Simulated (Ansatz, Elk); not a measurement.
**How far do independent atoms describe AlCuSeO?**

The structure of AlCuSeO used here is made up (a known structure type with other elements) and was relaxed beforehand with PBE. The aim is the Fourier transform of its all-electron density, F(hkl), set beside the sum over free spherical atoms that refinements use.

Main program and level: Elk 11.2.3 (patched build); DFT, PBE, all-electron APW+lo, Dirac cores, scalar-relativistic bands, static density, no spin.

The structure was built from a prototype and need not be the compound's stable phase.

## Step 1: Starting point

The structure is orthorhombic, space group I2_12_12_1 (No. 24). The conventional cell has a = 5.441 Å, b = 5.941 Å, c = 10.158 Å, α = 90.00°, β = 90.00°, γ = 90.00°. Nearest to Se lie 2 Cu at 2.29 Å and 2 Al at 2.49 Å. Nearest to Cu lie 2 Se at 2.29 Å. Al has 2 O at 1.72 Å and 2 Se at 2.49 Å nearest. Nearest to O lie 2 Al at 1.72 Å. Farther neighbours and most contacts between anions are not listed.

## Step 2: Ground state and structure factors

An all-electron density is needed, since X-rays see the cores too. Task 0 finds the density and task 195 Fourier-transforms it; tshift is off so that phases refer to the origin typed.

Contents of elk.in:

```
tasks
  0
  195

xctype
  20

spinpol
  .false.

rgkmax
  7.0

gmaxvr
  14.0

lmaxo
  7

lmaxapw
  8

swidth
  0.002

tshift
  .false.

ramdisk
  .false.

hmaxvr
  5.5

maxscl
  120

epspot
  1e-06

sppath
  './'

avec
  -5.14077168934 5.61383331456 9.59825595958
  5.14077168934 -5.61383331456 9.59825595958
  5.14077168934 5.61383331456 -9.59825595958

atoms
  4
  'Se.in'
  2
  0.7500000000 0.4407539284 0.6907539284   0.000000 0.000000 0.000000
  0.2500000000 1.0592460716 0.8092460716   0.000000 0.000000 0.000000
  'Cu.in'
  2
  0.9543479696 0.7043479696 0.2500000000   0.000000 0.000000 0.000000
  0.5456520304 0.7956520304 0.7500000000   0.000000 0.000000 0.000000
  'Al.in'
  2
  0.3319100712 0.0819100712 0.2500000000   0.000000 0.000000 0.000000
  0.1680899288 0.4180899288 0.7500000000   0.000000 0.000000 0.000000
  'O.in'
  2
  0.1428757761 0.2500000000 0.3928757761   0.000000 0.000000 0.000000
  0.3571242239 0.7500000000 0.1071242239   0.000000 0.000000 0.000000

ngridk
  6 6 6
```

On the command line:

```console
$ OMP_NUM_THREADS=4 elk
```

Numbers of over 12 decimals in the logs are rounded to 6 here.

The log of the run:

```text
┌─────────────────────────┐
│ Elk code version 11.2.3 │
└─────────────────────────┘

All units are atomic (Hartree, Bohr, etc.)

┌─────────────────────────────────────────────────┐
│ Ground-state run starting from atomic densities │
└─────────────────────────────────────────────────┘

Lattice vectors :
  -5.140771689       5.613833315       9.598255960
   5.140771689      -5.613833315       9.598255960
   5.140771689       5.613833315      -9.598255960

Reciprocal lattice vectors :
  0.6926672773E-17  0.5596163045      0.3273086972
  0.6111130475      0.1418127326E-16  0.3273086972
  0.6111130475      0.5596163045     -0.2693131225E-17

Unit cell volume      :    1108.000990
Brillouin zone volume :   0.2238718337

Muffin-tin inner radius fraction :   0.1000000000E-01

Nuclei treated as point charges

Species : 1 (Se)
 parameters loaded from : Se.in
 name : selenium
 nuclear charge    :   -34.00000000
 electronic charge :    34.00000000
 atomic mass :    143935.2749
 muffin-tin radius :    2.140420215
 number of radial points in muffin-tin :    993
 inner part over the whole radius :   0.9995336799E-02
 number on inner part of muffin-tin    :    701
 approximate nuclear radius :   0.7785908700E-04
 number of mesh points to nuclear radius :    345
 atomic positions (lattice), magnetic fields (Cartesian) :
  1 :   0.75000000  0.44075393  0.69075393    0.00000000  0.00000000  0.00000000
  2 :   0.25000000  0.05924607  0.80924607    0.00000000  0.00000000  0.00000000

Species : 2 (Cu)
 parameters loaded from : Cu.in
 name : copper
 nuclear charge    :   -29.00000000
 electronic charge :    29.00000000
 atomic mass :    115837.2717
 muffin-tin radius :    2.140420215
 number of radial points in muffin-tin :    993
 inner part over the whole radius :   0.9915951192E-02
 number on inner part of muffin-tin    :    699
 approximate nuclear radius :   0.7406004541E-04
 number of mesh points to nuclear radius :    338
 atomic positions (lattice), magnetic fields (Cartesian) :
  1 :   0.95434797  0.70434797  0.25000000    0.00000000  0.00000000  0.00000000
  2 :   0.54565203  0.79565203  0.75000000    0.00000000  0.00000000  0.00000000

Species : 3 (Al)
 parameters loaded from : Al.in
 name : aluminium
 nuclear charge    :   -13.00000000
 electronic charge :    13.00000000
 atomic mass :    49184.33496
 muffin-tin radius :    1.756900907
 number of radial points in muffin-tin :    793
 inner part over the whole radius :   0.9937163801E-02
 number on inner part of muffin-tin    :    549
 approximate nuclear radius :   0.5839653600E-04
 number of mesh points to nuclear radius :    247
 atomic positions (lattice), magnetic fields (Cartesian) :
  1 :   0.33191007  0.08191007  0.25000000    0.00000000  0.00000000  0.00000000
  2 :   0.16808993  0.41808993  0.75000000    0.00000000  0.00000000  0.00000000

Species : 4 (O)
 parameters loaded from : O.in
 name : oxygen
 nuclear charge    :   -8.000000000
 electronic charge :    8.000000000
 atomic mass :    29165.12205
 muffin-tin radius :    1.437464378
 number of radial points in muffin-tin :    593
 inner part over the whole radius :   0.9925404855E-02
 number on inner part of muffin-tin    :    405
 approximate nuclear radius :   0.5115538663E-04
 number of mesh points to nuclear radius :    176
 atomic positions (lattice), magnetic fields (Cartesian) :
  1 :   0.14287578  0.25000000  0.39287578    0.00000000  0.00000000  0.00000000
  2 :   0.35712422  0.75000000  0.10712422    0.00000000  0.00000000  0.00000000

Total number of atoms per unit cell :    8
Total muffin-tin volume :    234.6183480
 ratio of muffin-tin to unit cell volume :   0.2117492223

Spin treatment :
 spin-unpolarised

Number of Bravais lattice symmetries :    8
Number of crystal symmetries         :    4
Crystal has no inversion symmetry
Complex Hermitian eigensolver will be used

k-point grid :      6     6     6
k-point offset :    0.000000000       0.000000000       0.000000000
[...]
Estimated indirect band gap :   0.1094085664E-01
 from k-point 37 to k-point 1
Estimated direct band gap   :   0.2107011434E-01
 at k-point 1

Charges :
 core                        :    72.00000000
 valence                     :    96.00000000
 interstitial                :    14.38996579
 muffin-tins (core leakage)
  species : 1 (Se)
[...]
species : 2 (Cu)
[...]
species : 3 (Al)
[...]
species : 4 (O)
[...]
total in muffin-tins        :    153.6100342
 total calculated charge     :    167.9878322
 total charge                :    168.0000000
 error                       :   0.1216784971E-01

RMS change in Kohn-Sham potential (target) :   0.9025135311     (  0.1000000000E-05)
Absolute change in total energy (target)   :   0.5492570565     (  0.1000000000E-03)

[... loops 3 to 17 left out ...]

┌──────────────────┐
│ Loop number : 18 │
└──────────────────┘

Energies :
 Fermi                       :     0.128681
 sum of occupied eigenvalues :     -5058.8513172087
 electron kinetic            :      8980.2410253507
 core electron kinetic       :      8035.7064493151
 Coulomb                     :     -17421.234465178
 Coulomb potential           :     -13563.836635416
 nuclear-nuclear             :     -982.18262233445
 electron-nuclear            :     -19333.129820018
 Hartree                     :      2894.0779771747
 Madelung                    :     -10639.316147470
 xc potential                :     -475.25570714316
 exchange                    :     -358.21635849745
 correlation                 :     -7.633626
 electron entropic           :    -0.36493955339941E-09
 total energy                :     -8806.8434243389

Density of states at Fermi energy :   0.5265175791E-05
 (states/Hartree/unit cell)

Estimated indirect band gap :   0.6316022543E-01
 from k-point 37 to k-point 1
Estimated direct band gap   :   0.7503927708E-01
 at k-point 1

Charges :
 core                        :    72.00000000
 valence                     :    96.00000000
 interstitial                :    14.52713125
 muffin-tins (core leakage)
  species : 1 (Se)
[...]
species : 2 (Cu)
[...]
species : 3 (Al)
[...]
species : 4 (O)
[...]
total in muffin-tins        :    153.4728688
 total calculated charge     :    167.9883760
 total charge                :    168.0000000
 error                       :   0.1162396425E-01

RMS change in Kohn-Sham potential (target) :   0.6096983586E-06 (  0.1000000000E-05)
Absolute change in total energy (target)   :   0.4868028736E-04 (  0.1000000000E-03)

Convergence targets achieved

┌──────────────────┐
│ Loop number : 19 │
└──────────────────┘

Energies :
 Fermi                       :     0.128680
 sum of occupied eigenvalues :     -5058.8513252704
 electron kinetic            :      8980.2410480057
 core electron kinetic       :      8035.7064445035
 Coulomb                     :     -17421.234496634
 Coulomb potential           :     -13563.836628579
 nuclear-nuclear             :     -982.18262233445
 electron-nuclear            :     -19333.129889698
 Hartree                     :      2894.0780153986
 Madelung                    :     -10639.316182345
 xc potential                :     -475.25574469707
 exchange                    :     -358.21636054838
 correlation                 :     -7.633626
 electron entropic           :    -0.36493618410652E-09
 total energy                :     -8806.8434352114

Density of states at Fermi energy :   0.5265122577E-05
 (states/Hartree/unit cell)

Estimated indirect band gap :   0.6316026770E-01
 from k-point 37 to k-point 1
Estimated direct band gap   :   0.7503931971E-01
 at k-point 1

Charges :
 core                        :    72.00000000
 valence                     :    96.00000000
 interstitial                :    14.52713131
 muffin-tins (core leakage)
  species : 1 (Se)
[...]
species : 2 (Cu)
[...]
species : 3 (Al)
[...]
atom 2                    :    10.59057915     (  0.4700643953E-02)
  species : 4 (O)
   atom 1                    :    6.681906566     (  0.5436765407E-06)
   atom 2                    :    6.681906566     (  0.5436765407E-06)
 total in muffin-tins        :    153.4728687
 total calculated charge     :    167.9883760
 total charge                :    168.0000000
 error                       :   0.1162396462E-01

┌──────────────────────────────┐
│ Self-consistent loop stopped │
└──────────────────────────────┘

Warning : core states of species 1 leak from the muffin-tin :   0.3203162180E-03

Warning : core states of species 2 leak from the muffin-tin :   0.6817412561E-03

Warning : core states of species 3 leak from the muffin-tin :   0.4700643953E-02

Wrote STATE.OUT
```

It took 10 min on 4 threads of Arm Neoverse V2, shared host; peak memory 0.37 GiB.

SFACRHO.OUT:

```text

h k l indices transformed by vhmat matrix:
   1.000000000       0.000000000       0.000000000    
   0.000000000       1.000000000       0.000000000    
   0.000000000       0.000000000       1.000000000    

      h      k      l  multipl.   |H|            Re(F)            Im(F)           |F|

      0      0      0      1   0.0000000       168.00000     -0.65571059E-17   168.00000    
      0     -1      1      1  0.64830656     -0.24986979E-13   16.146280       16.146280    
     -1      0      0      1  0.64830656     -0.14415565E-14  -16.146280       16.146280    
      0      1     -1      1  0.64830656     -0.24986979E-13  -16.146280       16.146280    
      1      0      0      1  0.64830656     -0.14415565E-14   16.146280       16.146280    
      1      1     -1      1  0.65461739      -82.153547     -0.16416451E-13   82.153547    
     -1     -1      1      1  0.65461739      -82.153547      0.16420793E-13   82.153547    
      0     -1      0      1  0.69324609     -0.75414887E-15   17.839648       17.839648    
      0      1      0      1  0.69324609     -0.36420721E-14  -17.839648       17.839648    
      1      0     -1      1  0.69324609     -0.59964939E-14  -17.839648       17.839648    
     -1      0      1      1  0.69324609     -0.60024615E-14   17.839648       17.839648    
      0      0     -1      1  0.82863114      0.57662260E-14   47.757481       47.757481    
      1     -1      0      1  0.82863114      0.67272637E-14   47.757481       47.757481    
     -1      1      0      1  0.82863114      0.67272637E-14  -47.757481       47.757481    
      0      0      1      1  0.82863114      0.57662260E-14  -47.757481       47.757481    
      0      2     -1      1   1.0560083       43.869429       62.283400       76.182338    
      2      0     -1      1   1.0560083      -43.869429      -62.283400       76.182338    
      1      1     -2      1   1.0560083       43.869429      -62.283400       76.182338
```

Elk indexes on the primitive cell of elk.in and gives |H| = 4π sin θ/λ in inverse bohr. Below, one row stands for each form hkl of the conventional cell (m members, Friedel mates merged), F is for one primitive cell and the density is static (no thermal factor). Free-atom factors are Waasmaier and Kirfel's, and R is Σm||F|−|F'||/Σm|F|.

```
hkl  m  sin θ/λ (Å⁻¹)  abs F, DFT  neutral atoms   diff.  abs of complex diff.
011  4          0.098      16.146         15.670  +0.477                 0.477
002  2          0.098      82.153         82.491  -0.338                 0.338
101  4          0.104      17.840         18.002  -0.163                 0.163
110  4          0.125      47.758         47.961  -0.204                 0.204
112  8          0.159      76.182         75.669  +0.513                 0.845
020  2          0.168      14.510         14.874  -0.364                 0.364
013  4          0.170      47.711         47.474  +0.238                 0.238
103  4          0.174      30.362         30.701  -0.339                 0.339
200  2          0.184      13.257         14.654  -1.397                 1.397
022  4          0.195      27.302         26.544  +0.758                 0.758
004  2          0.197      76.881         76.326  +0.554                 0.554
121  8          0.198      56.740         56.995  -0.255                 0.737
211  8          0.208      36.769         36.572  +0.197                 0.364
202  4          0.208       1.802          1.540  +0.262                 0.262
114  8          0.233      48.106         48.577  -0.471                 0.481
123  8          0.242      64.686         64.920  -0.234                 0.535
220  4          0.249      94.252         95.070  -0.817                 0.817
213  8          0.250      42.055         42.592  -0.537                 0.824
031  4          0.257       1.441          1.622  -0.181                 0.181
024  4          0.259      37.347         37.553  -0.206                 0.206
015  4          0.260      48.211         49.032  -0.821                 0.821
105  4          0.263      20.896         21.019  -0.123                 0.123
```

## Step 3: The highest occupied states alone

An energy window below the Fermi level keeps the highest occupied states, to see at which angles they scatter; shallow core shells can lie inside it and anion s states outside. No new self-consistency is needed.

elk.in, as its differences from that of step 2:

```diff
@@ -1,3 +1,2 @@
 tasks
-  0
   195
@@ -40,2 +39,5 @@
 
+wsfac
+  -0.312310 0.428680
+
 sppath
```

On the command line:

```console
$ OMP_NUM_THREADS=4 elk
```

The log of the run:

```text
┌─────────────────────────────────┐
│ Elk code version 11.2.3 started │
└─────────────────────────────────┘

Info(readinput): the functional depends on the density's gradient
 muffin-tin radial points multiplied by    2.00000
 (not where nrmtscf is given)

┌────────────────────┐
│ Current task : 195 │
└────────────────────┘
Info(checkmt): changed muffin-tin radius of species 1 (Se) from   2.4000 to   2.1404
Info(checkmt): changed muffin-tin radius of species 2 (Cu) from   2.4000 to   2.1404
Info(checkmt): changed muffin-tin radius of species 3 (Al) from   2.2000 to   1.7569
Info(checkmt): changed muffin-tin radius of species 4 (O) from   1.8000 to   1.4375

Info(sfacrho): density structure factors written to SFACRHO.OUT

 Energy window :  -0.3123100000      0.4286800000

┌──────────────────┐
│ Elk code stopped │
└──────────────────┘
```

Wall time 26 s (4 threads); peak memory 0.24 GiB; 34 s of CPU time.

States within 12 eV below the Fermi level hold 44.00 electrons; any levels below the window count with the cores. Their amplitudes can exceed the total, where window and core parts have opposite phase:

| hkl | sin θ/λ (Å⁻¹) | abs F, window | abs F, all |
| --- | --- | --- | --- |
| 011 | 0.098 | 3.057 | 16.146 |
| 002 | 0.098 | 12.328 | 82.153 |
| 101 | 0.104 | 14.535 | 17.840 |
| 110 | 0.125 | 0.651 | 47.758 |
| 112 | 0.159 | 11.671 | 76.182 |
| 020 | 0.168 | 14.450 | 14.510 |
| 013 | 0.170 | 16.311 | 47.711 |
| 103 | 0.174 | 9.410 | 30.362 |
| 200 | 0.184 | 7.320 | 13.257 |
| 022 | 0.195 | 8.718 | 27.302 |

## Step 4: Another functional

The difference from free atoms is small, so it is set against the change that LDA (Perdew-Wang) makes.

elk.in, as its differences from that of step 3:

```diff
@@ -1,2 +1,3 @@
 tasks
+  0
   195
@@ -4,3 +5,3 @@
 xctype
-  20
+  3
 
@@ -39,5 +40,2 @@
 
-wsfac
-  -0.312310 0.428680
-
 sppath
```

On the command line:

```console
$ OMP_NUM_THREADS=4 elk
```

The log of the run:

```text
┌─────────────────────────┐
│ Elk code version 11.2.3 │
└─────────────────────────┘

All units are atomic (Hartree, Bohr, etc.)

┌─────────────────────────────────────────────────┐
│ Ground-state run starting from atomic densities │
└─────────────────────────────────────────────────┘

Lattice vectors :
  -5.140771689       5.613833315       9.598255960
   5.140771689      -5.613833315       9.598255960
   5.140771689       5.613833315      -9.598255960

Reciprocal lattice vectors :
  0.6926672773E-17  0.5596163045      0.3273086972
[...]
atom 2                    :    6.654774205     ( -0.3385772040E-05)
 total in muffin-tins        :    153.4517335
 total calculated charge     :    167.9877502
 total charge                :    168.0000000
 error                       :   0.1224978199E-01

┌──────────────────────────────┐
│ Self-consistent loop stopped │
└──────────────────────────────┘

Warning : core states of species 1 leak from the muffin-tin :   0.3221139320E-03

Warning : core states of species 2 leak from the muffin-tin :   0.7086113771E-03

Warning : core states of species 3 leak from the muffin-tin :   0.4989573695E-02

Wrote STATE.OUT
[key lines of the parts left out:]
total energy                :     -8792.7200056467
```

It took 8.7 min on 4 threads; peak memory 0.35 GiB.

Against the first run R = 0.07 %; the largest change is -0.075 at 202.

## Step 5: A coarser k-mesh

About half the k-points along each axis test the sampling.

elk.in, as its differences from that of step 4:

```diff
@@ -5,3 +5,3 @@
 xctype
-  3
+  20
 
@@ -68,2 +68,2 @@
 ngridk
-  6 6 6
+  3 3 3
```

On the command line:

```console
$ OMP_NUM_THREADS=4 elk
```

The log of the run:

```text
┌─────────────────────────┐
│ Elk code version 11.2.3 │
└─────────────────────────┘

All units are atomic (Hartree, Bohr, etc.)

┌─────────────────────────────────────────────────┐
│ Ground-state run starting from atomic densities │
└─────────────────────────────────────────────────┘

Lattice vectors :
  -5.140771689       5.613833315       9.598255960
   5.140771689      -5.613833315       9.598255960
   5.140771689       5.613833315      -9.598255960

Reciprocal lattice vectors :
  0.6926672773E-17  0.5596163045      0.3273086972
[...]
atom 2                    :    6.681777973     (  0.5436678496E-06)
 total in muffin-tins        :    153.4725976
 total calculated charge     :    167.9883845
 total charge                :    168.0000000
 error                       :   0.1161546914E-01

┌──────────────────────────────┐
│ Self-consistent loop stopped │
└──────────────────────────────┘

Warning : core states of species 1 leak from the muffin-tin :   0.3203224315E-03

Warning : core states of species 2 leak from the muffin-tin :   0.6817170792E-03

Warning : core states of species 3 leak from the muffin-tin :   0.4700562371E-02

Wrote STATE.OUT
[key lines of the parts left out:]
total energy                :     -8806.8429747243
```

It took 2.2 min on 4 threads; peak memory 0.37 GiB; 6.2 min of CPU time.

Against the first run R = 0.00 %; the largest change is -0.001 at 200.

## Step 6: Settings against the effect

```csv
run,R against the first run (%),"R against neutral atoms, low angle (%)",wall time
"PBE, rgkmax 7",0.00,0.87,10 min
LDA (Perdew-Wang),0.07,0.84,8.7 min
k-mesh 3×3×3,0.00,0.87,2.2 min
```

## Step 7: Outcome

| Quantity | Value |
| --- | --- |
| R against neutral atoms, sin θ/λ < 0.3 Å⁻¹ | 0.87 % |
| R against neutral atoms, 0.3 to 0.55 Å⁻¹ | 0.30 % |

In words: Independent neutral atoms miss the calculated amplitudes by R = 0.87 % below 0.3 Å⁻¹ and 0.30 % from there to 0.55 Å⁻¹; by shells, 0.82 % below 0.15 Å⁻¹ (4 forms), 0.87 % 0.15 to 0.3 (26 forms), 0.46 % 0.3 to 0.45 (58 forms), 0.14 % above 0.45 (61 forms). Bonding, aspherical density and the tables' own atoms all enter these figures, and the runs don't part them. The largest change of an amplitude is -1.40 electrons, at 200. R counts amplitudes alone; phases shift too. Weak lines can change much in proportion: 202 goes from 1.54 to 1.80. The window's part falls from 44.0 electrons at the origin to at most 5.23 between 0.45 and 0.55 Å⁻¹, where compact states inside the window still scatter. Below 0.3 Å⁻¹ the changes that finished (LDA (Perdew-Wang) and k-mesh 3×3×3) move F by R = 0.04 % at most, against the 0.87 % that separates it from free atoms. The basis has no finished test. These runs have no spin, though d or f shells may be open. Part of the difference isn't bonding: the tables are fits to free atoms and ions calculated by other methods than this functional. Thermal motion, anomalous dispersion and extinction are left out.

[Logs are printed without paths, hosts, clocks, repeated set-up lines and the standing remarks that a program may print on its own settings, such as how far it seeks lower states.]

[Hosts, paths, dates, database ids (printed as entryN), source tags and the programs' standing remarks are cut or masked in the printed files.]
